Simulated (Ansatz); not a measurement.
# Tunnelling from Mg(0001) to Mg(0001): the current at the widest gap

Three vacuum gaps between Mg(0001) and Mg(0001) are known. What current density flows at 0.25 V across 6.5 Å?

How it was computed: Ansatz 0.2.0, plane waves with PAW datasets, PBEsol; a slab with two metal leads whose outer parts are reservoirs, with density and current solved under bias (Landauer, 300 K). The gap is counted from plane to plane of nuclei, and atoms stay on ideal sites.

Results; the value marked ? is to be predicted:

| gap (Å) | drop between the leads' cuts at 0.25 V (V) | current density at 0.25 V (A/m²) |
| --- | --- | --- |
| 3.5 | 0.0871 | 1.34×10¹⁴ |
| 4.5 | 0.199 | 4.73×10¹³ |
| 5.5 | 0.238 | 1.12×10¹³ |
| 6.5 | 0.247 | ? |

**Fit on the rows shown.**

Tunnelling falls as exp(−βd). From 3.5 to 4.5 Å, β = ln(1.34×10¹⁴/4.73×10¹³)/1 = 1.04 Å⁻¹, and from 4.5 to 5.5 Å it is 1.44 Å⁻¹; the slope still steepens as the gap leaves contact, so the wider pair is taken. Then 1.12×10¹³ × exp(−1.44 × 1). Predicted: 2.66×10¹² A/m².

**The withheld run.**

1.96×10¹² A/m², so the prediction is 36 % too high. The last step has β = 1.75 Å⁻¹, an apparent barrier ħ²β²/8m of 2.9 eV: the decay of this current is still steepening. The conductances at 0 V give β = 1.46 and 1.77 Å⁻¹ for the last two steps.

**Limits.** On every other k-point the currents of these runs, at any bias, move by up to 13 %. A semilocal functional lacks the image potential's tail.
